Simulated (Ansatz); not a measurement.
# Si on Ni(100): change of the work function, part 2 of 5

Aim: the work function of Ni(100) at several coverages of Si (top site), and the dipole that each adsorbate carries.

Ansatz 0.2.0; plane-wave DFT, LDA, Ansatz PAW (the session's first sound run).

So far, work function, upper face (eV): step 2 (the clean slab) 5.25.

### Step 3. Adsorbate added, k-mesh 6×6×1, coverage 0.25 ML

System of this step: Si/Ni(100). The cell holds 17 atoms: 16 Ni and 1 Si. Its edges and angles: a = 4.978 Å, b = 4.978 Å, c = 25.480 Å, α = 90.0°, β = 90.0°, γ = 90.0°. Vacuum lies along c.

The clean slab as it ended is repeated in the plane and the adsorbate is set on one face; the cell's size fixes the coverage, and the k-mesh shrinks with it to keep the sampling density about even. Adsorbate and upper layers relax, since the dipole depends on the height.

File input.yaml:

```yaml
crystal:
  lattice:
    - [4.9780317396, 0.0, 0.0]
    - [0.0, 4.9780317396, 0.0]
    - [0.0, 0.0, 25.4797581452]
  atoms:
    - { symbol: Ni, position: [0.25, 0.25, 0.3532215631], spin: 0.71 }
    - { symbol: Ni, position: [0.0, 0.0, 0.4222960022], spin: 0.64 }
    - { symbol: Ni, position: [0.25, 0.25, 0.4877067622], spin: 0.64 }
    - { symbol: Ni, position: [0.0, 0.0, 0.5499368583], spin: 0.7 }
    - { symbol: Ni, position: [0.25, 0.75, 0.3532215631], spin: 0.71 }
    - { symbol: Ni, position: [0.0, 0.5, 0.4222960022], spin: 0.64 }
    - { symbol: Ni, position: [0.25, 0.75, 0.4877067622], spin: 0.64 }
    - { symbol: Ni, position: [0.0, 0.5, 0.5499368583], spin: 0.7 }
    - { symbol: Ni, position: [0.75, 0.25, 0.3532215631], spin: 0.71 }
    - { symbol: Ni, position: [0.5, 0.0, 0.4222960022], spin: 0.64 }
    - { symbol: Ni, position: [0.75, 0.25, 0.4877067622], spin: 0.64 }
    - { symbol: Ni, position: [0.5, 0.0, 0.5499368583], spin: 0.7 }
    - { symbol: Ni, position: [0.75, 0.75, 0.3532215631], spin: 0.71 }
    - { symbol: Ni, position: [0.5, 0.5, 0.4222960022], spin: 0.64 }
    - { symbol: Ni, position: [0.75, 0.75, 0.4877067622], spin: 0.64 }
    - { symbol: Ni, position: [0.5, 0.5, 0.5499368583], spin: 0.7 }
    - { symbol: Si, position: [0.0, 0.0, 0.6467784369] }
magnetization:
  spin_polarized: true
kpoints:
  mp_grid: { grid: [6, 6, 1] }
hamiltonian:
  xc: lda
scf:
  occupations: { method: fermi_dirac, width: 0.1 }
  convergence: { dr2_threshold: 1.0e-08 }
efield:
  axis: 3
  dipole_correction: true
  ramp_position: 0.97
  ramp_width: 0.06
relax:
  f_tol: 0.02
  max_steps: 60
  constraints: [{ sites: [0, 1, 4, 5, 8, 9, 12, 13] }]
output:
  bader: true
  dos: { projected: true, e_range: [-8, 4] }
  write_potential: true
  write_density: true
  volumetric_format: npy
  elf: true
```

Started as:

```sh
$ ansatz run input.yaml --threads 4 --pin off --max-ram 12288MiB --backend cpu --events-out ev --progress --plain --runs-dir out
```

Numbers of over 12 decimals in the logs are rounded to 6 here.

What it wrote:

```text
[...]
Crystal: 17 atoms, lattice volume = 631.409 Å³
Basis set: ecut = 420 eV, 12433 PW (Γ)
Bands: 182, of which v1, the nominal top of the filled ones, is band 146 counted from 1 (145 counted from 0)
Symmetry: 8 space group operations
k-points: 10 of 36
[...]
Starting moments: Σ|m| = 10.76 μB on 16 of 17 sites
[...]
SCF iter   1: F=—  HF=-92956.677378 eV  |F-HF|=—  |Δ(HF+E_count)|=         —  Δρ=2.56e-2 (↑1.42e-2 ↓2.56e-2)  dr2=4.51e1  dr2_m=5.61e-1  M=10.923 μB ∫|m|=11.414 μB  β_m=1.00  ethr=3.10e-3  p=-0.000 e·Å  D=-1.56e-6 V/Å  ΔV_dip=0.00 eV  dr2_dipole=5.91e0  V_vac-E_F(+/−)=7.22/7.22 eV  ⟨swp⟩=11.4  Hψ=20088  notcnv=0  defer=206
[...]
SCF iter  22: F=-92972.256674 eV  HF=-92972.256674 eV  |F-HF|=8.29e-10  |Δ(HF+E_count)|=  1.31e-10  Δρ=7.71e-8 (↑2.88e-8 ↓7.71e-8)  dr2=1.34e-10  dr2_m=5.12e-12  M=9.585 μB ∫|m|=10.715 μB  ethr=1.00e-12  p=0.107 e·Å  D=3.05e-2 V/Å  ΔV_dip=-0.78 eV  dr2_dipole=9.71e-12  V_vac-E_F(+/−)=4.48/5.26 eV  ⟨swp⟩=5.1  Hψ=17138  notcnv=0
SCF 1 converged in 22 iterations: F = -92972.256674 eV  dr2 = 1.34e-10
[...]
relax step   1: F+E_penalty+E_count = -92972.25667387 eV  Δ(F+E_penalty+E_count) = +0.000e0 eV  max|allowed force component| = 3.217e0 eV/Å  Δτ_max = 0.0000 Å  (22 SCF iters, accepted)
[...]
SCF iter  13: F=-92972.930491 eV  HF=-92972.930491 eV  |F-HF|=8.25e-9  |Δ(HF+E_count)|=   9.17e-9  Δρ=6.56e-7 (↑1.33e-7 ↓6.56e-7)  dr2=7.62e-9  dr2_m=6.49e-10  M=9.417 μB ∫|m|=10.521 μB  ethr=2.68e-12  p=0.090 e·Å  D=2.58e-2 V/Å  ΔV_dip=-0.66 eV  dr2_dipole=1.33e-9  V_vac-E_F(+/−)=4.60/5.25 eV  ⟨swp⟩=12.7  Hψ=26704  notcnv=0
SCF 2 converged in 13 iterations: F = -92972.930491 eV  dr2 = 7.62e-9
relax step   2: F+E_penalty+E_count = -92972.93049057 eV  Δ(F+E_penalty+E_count) = -6.738e-1 eV  max|allowed force component| = 2.625e0 eV/Å  Δτ_max = 0.1990 Å  (13 SCF iters, accepted)
SCF iter   1: F=—  HF=-92973.351321 eV  |F-HF|=—  |Δ(HF+E_count)|=         —  Δρ=3.35e-3 (↑3.35e-3 ↓2.91e-3)  dr2=5.02e-1  dr2_m=2.32e-2  M=9.391 μB ∫|m|=10.462 μB  β_m=1.00  ethr=1.34e-3  p=0.090 e·Å  D=2.58e-2 V/Å  ΔV_dip=-0.66 eV  dr2_dipole=1.35e-1  V_vac-E_F(+/−)=4.62/5.28 eV  ⟨swp⟩=4.4  Hψ=8734  notcnv=0  defer=345
[...]
SCF iter  13: F=-92973.302411 eV  HF=-92973.302411 eV  |F-HF|=6.98e-10  |Δ(HF+E_count)|=  5.82e-11  Δρ=2.98e-7 (↑1.52e-7 ↓2.98e-7)  dr2=1.07e-9  dr2_m=6.59e-11  M=9.252 μB ∫|m|=10.318 μB  ethr=1.00e-12  p=0.073 e·Å  D=2.10e-2 V/Å  ΔV_dip=-0.53 eV  dr2_dipole=7.57e-11  V_vac-E_F(+/−)=4.71/5.25 eV  ⟨swp⟩=12.6  Hψ=26248  notcnv=0
SCF 3 converged in 13 iterations: F = -92973.302411 eV  dr2 = 1.07e-9
relax step   3: F+E_penalty+E_count = -92973.30241133 eV  Δ(F+E_penalty+E_count) = -3.719e-1 eV  max|allowed force component| = 9.847e-1 eV/Å  Δτ_max = 0.1989 Å  (13 SCF iters, accepted)
[...]
relax step   4: F+E_penalty+E_count = -92973.41268531 eV  Δ(F+E_penalty+E_count) = -1.103e-1 eV  max|allowed force component| = 6.422e-1 eV/Å  Δτ_max = 0.1229 Å  (13 SCF iters, accepted)
[...]
relax step   5: F+E_penalty+E_count = -92973.47109419 eV  Δ(F+E_penalty+E_count) = -5.841e-2 eV  max|allowed force component| = 1.507e-1 eV/Å  Δτ_max = 0.1290 Å  (13 SCF iters, accepted)
[...]
relax step   6: F+E_penalty+E_count = -92973.47180431 eV  Δ(F+E_penalty+E_count) = -7.101e-4 eV  max|allowed force component| = 6.754e-2 eV/Å  Δτ_max = 0.0100 Å  (11 SCF iters, accepted)
SCF iter   1: F=—  HF=-92973.471910 eV  |F-HF|=—  |Δ(HF+E_count)|=         —  Δρ=5.94e-5 (↑5.94e-5 ↓4.91e-5)  dr2=9.63e-5  dr2_m=5.06e-6  M=9.090 μB ∫|m|=10.130 μB  β_m=1.00  ethr=2.61e-7  p=0.051 e·Å  D=1.46e-2 V/Å  ΔV_dip=-0.37 eV  dr2_dipole=7.76e-6  V_vac-E_F(+/−)=4.88/5.25 eV  ⟨swp⟩=3.0  Hψ=7492  notcnv=0
[...]
SCF iter   9: F=-92973.471941 eV  HF=-92973.471941 eV  |F-HF|=6.53e-9  |Δ(HF+E_count)|=   2.17e-9  Δρ=8.58e-7 (↑3.54e-7 ↓8.58e-7)  dr2=7.35e-9  dr2_m=5.19e-10  M=9.092 μB ∫|m|=10.132 μB  ethr=1.00e-12  p=0.051 e·Å  D=1.46e-2 V/Å  ΔV_dip=-0.37 eV  dr2_dipole=5.47e-10  V_vac-E_F(+/−)=4.88/5.25 eV  ⟨swp⟩=8.2  Hψ=24917  notcnv=0
SCF 7 converged in 9 iterations: F = -92973.471941 eV  dr2 = 7.35e-9
relax step   7: F+E_penalty+E_count = -92973.47194103 eV  Δ(F+E_penalty+E_count) = -1.367e-4 eV  max|allowed force component| = 1.638e-3 eV/Å  Δτ_max = 0.0037 Å  (9 SCF iters, accepted)
NSCF: frozen V_eff on 10 k-points
[...]
SCF converged after 9 iterations
Magnetization: 9.0920 μB (150.5460 up, 141.4540 down)
Absolute magnetization: 10.1403 μB (∫|ρ↑−ρ↓|, with the PAW one-centre terms)
[...]
Per-site moments (μB) at R_I (Å): [(0.708230, 1.026719), (0.635456, 1.012266), (0.572817, 0.944278), (0.211096, 0.830293), (0.708230, 1.026719), (0.633025, 0.998816), (0.572817, 0.944278), (0.531639, 1.009995), (0.708230, 1.026719), (0.633025, 0.998816), (0.572817, 0.944278), (0.531639, 1.009995), (0.708230, 1.026719), (0.601762, 0.985182), (0.572817, 0.944278), (0.657278, 0.983537), (-0.016134, 0.830293)]
Free energy (F): -92973.471941 eV
[...]
Internal energy: -92972.500461 eV  (E = F + TS)
E sigma→0 (E₀):  -92972.986201 eV
Entropy (-TS):   -0.971480 eV (-57.146 meV/atom)
Fermi energy:    1.624530 eV
Dipole field:    D = 0.014594 V/Å  (p = 0.050926 e·Å, saw-weighted, corrected)
Work function:   Φ+ = 4.8784 eV   Φ− = 5.2502 eV
[...]
--- Forces (eV/Å), atoms counted from 1 ---
  atom   1  Ni     0.00787608     0.00787608     0.92909507
  atom   2  Ni     0.00000000     0.00000000    -0.61045910
  atom   3  Ni    -0.00013082    -0.00013082    -0.00068857
  atom   4  Ni    -0.00000000     0.00000000     0.00163793
  atom   5  Ni     0.00787608    -0.00787608     0.92909507
  atom   6  Ni     0.00000000     0.00000000    -0.92931130
  atom   7  Ni    -0.00013082     0.00013082    -0.00068857
  atom   8  Ni    -0.00000000     0.00000000     0.00111358
  atom   9  Ni    -0.00787608     0.00787608     0.92909507
  atom  10  Ni     0.00000000     0.00000000    -0.92931130
  atom  11  Ni     0.00013082    -0.00013082    -0.00068857
  atom  12  Ni    -0.00000000     0.00000000     0.00111358
  atom  13  Ni    -0.00787608    -0.00787608     0.92909507
  atom  14  Ni     0.00000000     0.00000000    -1.24849811
  atom  15  Ni     0.00013082     0.00013082    -0.00068857
  atom  16  Ni    -0.00000000     0.00000000     0.00014823
  atom  17  Si    -0.00000000     0.00000000    -0.00065268
  max |Σ_I F_I| component: 5.93e-4 eV/Å
--- Band table (eV; the first three rows and the last of 20) ---
  k-point 0 ↑: bands = [... 142 lower, 1.2024, 1.2024, 1.2192, 1.2353, 1.4477, 1.5245, 1.6842, 1.6842, ... 32 higher]
  k-point 1 ↑: bands = [... 142 lower, 1.1092, 1.1551, 1.1577, 1.1590, 1.2496, 1.3358, 1.3811, 1.5149, ... 32 higher]
  k-point 2 ↑: bands = [... 142 lower, 1.0891, 1.1085, 1.1149, 1.1394, 1.1737, 1.2064, 1.2075, 1.2657, ... 32 higher]
  k-point 9 ↓: bands = [... 142 lower, 1.3375, 1.3769, 1.3769, 1.8228, 1.8228, 1.8466, 1.8677, 1.8677, ... 32 higher]
--- Relaxed structure (7 steps of the walk, 7 accepted, 0 SCFs on fresh bases) ---
  F+E_penalty+E_count = -92973.47194103 eV   max|allowed force component| = 1.638e-3 eV/Å
  atoms:
    - { symbol: Ni, position: [0.25, 0.25, 0.3532215631] }
    - { symbol: Ni, position: [0.0, 0.0, 0.4222960022] }
    - { symbol: Ni, position: [0.256415, 0.256415, 0.487538] }
    - { symbol: Ni, position: [0, 0.0, 0.542786] }
    - { symbol: Ni, position: [0.25, 0.750000, 0.3532215631] }
    - { symbol: Ni, position: [0.0, 0.5, 0.4222960022] }
    - { symbol: Ni, position: [0.256415, 0.743585, 0.487538] }
    - { symbol: Ni, position: [0, 0.5, 0.554320] }
    - { symbol: Ni, position: [0.750000, 0.25, 0.3532215631] }
    - { symbol: Ni, position: [0.5, 0.0, 0.4222960022] }
    - { symbol: Ni, position: [0.743585, 0.256415, 0.487538] }
    - { symbol: Ni, position: [0.5, 0.0, 0.554320] }
    - { symbol: Ni, position: [0.750000, 0.750000, 0.3532215631] }
    - { symbol: Ni, position: [0.5, 0.5, 0.4222960022] }
    - { symbol: Ni, position: [0.743585, 0.743585, 0.487538] }
    - { symbol: Ni, position: [0.5, 0.5, 0.552555] }
    - { symbol: Si, position: [0, 0.0, 0.621783] }
--- Bader charges: 17 sites ---
  site symbol  charge [e]  shift [e]    m [muB]
     0     Ni     -0.0153     0.0000     0.6822
     1     Ni      0.0194     0.0001     0.6082
     2     Ni      0.0024     0.0001     0.5470
     3     Ni     -0.6181     0.0086     0.1806
     4     Ni     -0.0153     0.0000     0.6822
     5     Ni      0.0173     0.0001     0.6052
     6     Ni      0.0024     0.0001     0.5470
     7     Ni      0.0005     0.0004     0.5151
     8     Ni     -0.0153     0.0000     0.6822
     9     Ni      0.0173     0.0001     0.6052
    10     Ni      0.0024     0.0001     0.5470
    11     Ni      0.0005     0.0004     0.5151
    12     Ni     -0.0153     0.0000     0.6822
    13     Ni      0.0079     0.0000     0.5737
    14     Ni      0.0024     0.0001     0.5470
    15     Ni     -0.0050     0.0000     0.6393
    16     Si      0.6119     0.0079    -0.0673
  estimated error of the sums over rays = 6.5e-4 e
```

Run time: 13 min. Hardware: 4 threads of Arm Neoverse V2, shared host; peak memory 3.7 GiB; 50 min of CPU time.

The steps of the relaxation:

```tsv
step	energy less that of the first step (eV)	largest force component (eV/Å)
1	0.0000	3.2166
2	-0.6738	2.6251
3	-1.0457	0.9847
4	-1.1560	0.6422
5	-1.2144	0.1507
6	-1.2151	0.0675
7	-1.2153	0.0016
```

Forces are held to the 8 operations that the run works with; a distortion that breaks them can't arise in this run.

The atoms that moved most (Å):

```tsv
atom	dx	dy	dz	length
Si17	0.000	0.000	-0.637	0.637
Ni4	0.000	0.000	-0.182	0.182
Ni12	0.000	0.000	0.112	0.112
Ni8	0.000	0.000	0.112	0.112
Ni16	0.000	0.000	0.067	0.067
Ni15	-0.032	-0.032	-0.004	0.045
Ni7	0.032	-0.032	-0.004	0.045
Ni11	-0.032	0.032	-0.004	0.045
```

The relaxed structure:

```cif
data_structure
_symmetry_space_group_name_H-M 'P 1'
_symmetry_Int_Tables_number 1
_cell_length_a 4.9780
_cell_length_b 4.9780
_cell_length_c 25.4798
_cell_angle_alpha 90.000
_cell_angle_beta 90.000
_cell_angle_gamma 90.000
_cell_volume 631.41
loop_
_atom_site_label
_atom_site_type_symbol
_atom_site_fract_x
_atom_site_fract_y
_atom_site_fract_z
_atom_site_occupancy
Ni1 Ni 0.25000 0.25000 0.35322 1
Ni2 Ni 0.00000 0.00000 0.42230 1
Ni3 Ni 0.25642 0.25642 0.48754 1
Ni4 Ni 0.00000 0.00000 0.54279 1
Ni5 Ni 0.25000 0.75000 0.35322 1
Ni6 Ni 0.00000 0.50000 0.42230 1
Ni7 Ni 0.25642 0.74358 0.48754 1
Ni8 Ni 0.00000 0.50000 0.55432 1
Ni9 Ni 0.75000 0.25000 0.35322 1
Ni10 Ni 0.50000 0.00000 0.42230 1
Ni11 Ni 0.74358 0.25642 0.48754 1
Ni12 Ni 0.50000 0.00000 0.55432 1
Ni13 Ni 0.75000 0.75000 0.35322 1
Ni14 Ni 0.50000 0.50000 0.42230 1
Ni15 Ni 0.74358 0.74358 0.48754 1
Ni16 Ni 0.50000 0.50000 0.55255 1
Si17 Si 0.00000 0.00000 0.62178 1
```

Numbers from this step:

```
energy at zero smearing        : -92972.9862 eV
total moment                   : 9.092 μB
work function, upper face      : 4.878 eV
work function, lower face      : 5.250 eV
dipole along the normal        : 0.05093 e·Å
step between the vacuum levels : -0.3719 eV
```

Running mean over 1.76 Å of the planar mean; the ramp of the sawtooth is left out. The electron's electrostatic potential energy less the Fermi level by z:

```tsv
z (Å)	electron's electrostatic potential energy less the Fermi level (eV)
3.0	5.25
3.5	5.25
4.0	5.25
4.5	5.25
5.0	5.25
5.5	5.24
6.0	5.22
6.5	5.12
7.0	4.76
7.5	3.33
8.0	-1.40
8.5	-7.16
9.0	-9.64
9.5	-9.99
10.0	-10.1
10.5	-10.2
11.0	-10.7
11.5	-11.4
12.0	-11.1
12.5	-11.0
13.0	-11.7
13.5	-11.4
14.0	-10.1
14.5	-8.10
15.0	-4.13
15.5	-0.776
16.0	0.486
16.5	1.70
17.0	3.35
17.5	4.41
18.0	4.75
18.5	4.84
19.0	4.87
19.5	4.88
20.0	4.88
20.5	4.88
21.0	4.88
21.5	4.88
22.0	4.88
22.5	4.88
```

The density of states has structure finer than the step of the table below, so its rows give means over 0.5 eV, whole bins alone (the curve runs from -8 to 1.98 eV). Peaks (eV: height): total -1.68: 64.1, -1.56: 63.1, -1.26: 65.8, -1.02: 62.3, -0.75: 54.5, -0.51: 70.7, -0.42: 64.4; up -2.20: 33.9, -2.11: 37.2, -1.56: 45.9, -1.02: 33.1, -0.75: 35.1, -0.51: 42.6, -0.42: 35.5; down -1.68: 39.1, -1.50: 31.0, -1.26: 43.3, -1.02: 29.2, -0.12: 33.1, 0.15: 29.2, 0.24: 46.7.

Table of density of states by energy, zero at the Fermi level; means over each step; values in states/eV a cell:

```tsv
energy (eV)	total	up	down
-7.5	2.81	1.44	1.37
-7.0	1.79	0.887	0.904
-6.5	1.55	0.829	0.718
-6.0	3.04	1.53	1.52
-5.5	3.74	2.02	1.72
-5.0	5.70	3.54	2.16
-4.5	11.7	7.00	4.69
-4.0	20.2	12.9	7.39
-3.5	27.0	12.9	14.1
-3.0	26.3	15.3	11.0
-2.5	31.0	17.4	13.7
-2.0	35.5	20.2	15.3
-1.5	45.0	23.0	22.0
-1.0	48.0	26.9	21.1
-0.5	46.1	23.1	22.9
0.0	31.8	4.41	27.4
0.5	11.6	2.96	8.63
1.0	6.70	3.14	3.56
1.5	5.66	2.87	2.79
```

Projected DOS per atom over height of the atomic layer and energy from the Fermi level. Layers: Ni4 Ni4 Ni4 Ni4 Si from below.

Ten even steps from '_' (0.01 states/eV) to '@' (4.06 states/eV), each cell a mean:
```
________::
________::
________--
::::::..::
++======..
##****##..
@@**==%%..
%%++++##::
**==++++::
++**++==..
--==----..
::======..
..====--__
..--==::__
__..::..__
____..____
__________
__________
__________
__________
________::
________..
```
Columns: height of the atomic layer (Å) from 9 to 15.8 (not evenly spaced); rows upwards: energy from the Fermi level (eV) from -7.96 to 1.95.

Projected DOS per atom, spin up over height of the atomic layer and energy from the Fermi level. Layers: Ni4 Ni4 Ni4 Ni4 Si from below.

Ten even steps from '_' (0.01 states/eV) to '@' (2.38 states/eV), each cell a mean:
```
________..
________..
________::
________::
..__......
++++****..
@@++==##..
##++==**..
**----**::
++****==__
====----__
::--::--__
::====::__
..--==::__
__..::..__
____..____
__________
__________
__________
__________
________::
________..
```
Columns: height of the atomic layer (Å) from 9 to 15.8 (not evenly spaced); rows upwards: energy from the Fermi level (eV) from -7.96 to 1.95.

Projected DOS per atom, spin down over height of the atomic layer and energy from the Fermi level. Layers: Ni4 Ni4 Ni4 Ni4 Si from below.

Ten even steps from '_' (0.01 states/eV) to '@' (2.00 states/eV), each cell a mean:
```
________::
________::
________::
==------::
@@######..
@@++++##..
%%++--##..
##==++**--
==++##==::
====----..
::------..
::++==--..
..--==::__
..::::::__
__......__
__________
__________
__________
__________
__________
________::
________..
```
Columns: height of the atomic layer (Å) from 9 to 15.8 (not evenly spaced); rows upwards: energy from the Fermi level (eV) from -7.96 to 1.95.

Site moment by atom:

```tsv
atom	site moment (μB)
Ni1	0.708
Ni2	0.635
Ni3	0.573
Ni4	0.211
Ni5	0.708
Ni6	0.633
Ni7	0.573
Ni8	0.532
Ni9	0.708
Ni10	0.633
Ni11	0.573
Ni12	0.532
Ni13	0.708
Ni14	0.602
Ni15	0.573
Ni16	0.657
Si17	-0.016
```

Spin density in the ca plane at fractional y = 0.000, with atoms of Ni and Si within 0.2 Å of it.

Values in units of 1e-1 e/Å³, 7 rows by 16 columns, each cell a mean:
```
 0.0  0.0 -0.1  3.0  1.7 -0.1  0.8  0.8 -0.1  0.0  0.0  0.0  0.0  0.0  0.0  0.0
 0.0  0.0 -0.1  0.0  0.0 -0.1  0.0  0.0  0.0  0.0  0.0  0.0  0.0  0.0  0.0  0.0
 0.0  0.0 -0.1  1.5  0.9 -0.1  0.2  1.6  0.0  0.0  0.0  0.0  0.0  0.0  0.0  0.0
 0.0  0.0 -0.1  7.0  3.7  0.0  0.8  7.4  0.1  0.0  0.0  0.0  0.0  0.0  0.0  0.0
 0.0  0.0 -0.1  0.4  0.2 -0.1  0.1  0.5  0.0  0.0  0.0  0.0  0.0  0.0  0.0  0.0
 0.0  0.0 -0.1  0.1  0.1 -0.1  0.0  0.0  0.0  0.0  0.0  0.0  0.0  0.0  0.0  0.0
 0.0  0.0 -0.1  5.7  3.1 -0.1  1.4  1.3 -0.1  0.0  0.0  0.0  0.0  0.0  0.0  0.0
```
Columns run along c (16.0 Å, from fractional 0.27 to 0.90 of the cell), rows up along a (5.0 Å). Atoms in or near the plane, at fractional coordinates: Ni at (0.42, 0.00), Ni at (0.54, 0.00), Ni at (0.42, 0.50), Ni at (0.55, 0.50), Si at (0.62, 0.00).

Electrostatic potential energy in the ca plane at fractional y = 0.000, with atoms of Ni and Si within 0.2 Å of it. With pseudopotentials it is smooth inside the atoms' cores, unlike the true potential.

Ten even steps from '0' (-61 eV) to '9' (7 eV), each cell a mean:
```
99999999720048998400266200489999999999999999
99999999864579999754688645799999999999999999
99999999998899999988999888999999999999999999
99999999998899999998899999999999999999999999
99999999864479999974469999999999999999999999
99999999720048999830028999999999999999999999
99999999610038999720027999999999999999999999
99999999741268999852148999999999999999999999
99999999987789999987789999999999999999999999
99999999999999999999999999999999999999999999
99999999987789999877898767899999999999999999
99999999741268998521377412589999999999999999
99999999610038998300156100389999999999999999
```
Columns run along c (16.0 Å, from fractional 0.27 to 0.90 of the cell; values clipped at the 3rd and 97th percentile), rows up along a (5.0 Å). Atoms in or near the plane, at fractional coordinates: Ni at (0.42, 0.00), Ni at (0.54, 0.00), Ni at (0.42, 0.50), Ni at (0.55, 0.50), Si at (0.62, 0.00).

Valence density in the ca plane at fractional y = 0.000, with atoms of Ni and Si within 0.2 Å of it. It is the smooth field of the valence electrons, not physical close to the nuclei.

Values in e/Å³, 7 rows by 16 columns, each cell a mean:
```
 0  0  0  7  4  0  6  6  0  0  0  0  0  0  0  0
 0  0  0  0  0  0  0  0  0  0  0  0  0  0  0  0
 0  0  0  4  2  0  1  5  0  0  0  0  0  0  0  0
 0  0  0 17  9  0  3 23  0  0  0  0  0  0  0  0
 0  0  0  1  1  0  1  2  0  0  0  0  0  0  0  0
 0  0  0  1  0  0  1  1  0  0  0  0  0  0  0  0
 0  0  0 14  8  0 11 11  0  0  0  0  0  0  0  0
```
Columns run along c (16.0 Å, from fractional 0.27 to 0.90 of the cell), rows up along a (5.0 Å). Atoms in or near the plane, at fractional coordinates: Ni at (0.42, 0.00), Ni at (0.54, 0.00), Ni at (0.42, 0.50), Ni at (0.55, 0.50), Si at (0.62, 0.00).

The relaxation took 7 steps and lowered the energy by 1.2 eV; the largest force on the free atoms ends at 0.0016 eV/Å.

By hand: a sheet of dipoles makes a step −p/(ε₀A) in the electron's potential. With e/ε₀ = 180.95 V·Å, p = 0.05093 e·Å and A = 24.78 Å², that is −180.95 × (0.05093) / 24.78 = -0.372 eV, and the two vacuum levels of the run differ by -0.372 eV.

The covered face has 4.88 eV, -0.37 eV against the clean one; the bare back face has moved by +0.00 eV, a measure of how thin the slab is.

(Part 2 of 5 ends here.)

[Logs are printed without paths, hosts, clocks, repeated set-up lines and the standing remarks that a program may print on its own settings, such as how far it seeks lower states.]

[Hosts, paths, dates, database ids (printed as entryN), source tags and the programs' standing remarks are cut or masked in the printed files.]

[Maps of the electrostatic potential energy from Ansatz leave out the sawtooth potential of an applied field or a dipole correction, so their vacuum need not be flat; planar profiles and work functions include it.]

[The density of states shown here was stored with 400 of the rows of the run's finer table, so its peaks can read low, often by over a quarter, or be missed, and its means over a window can be off by a tenth or more.]
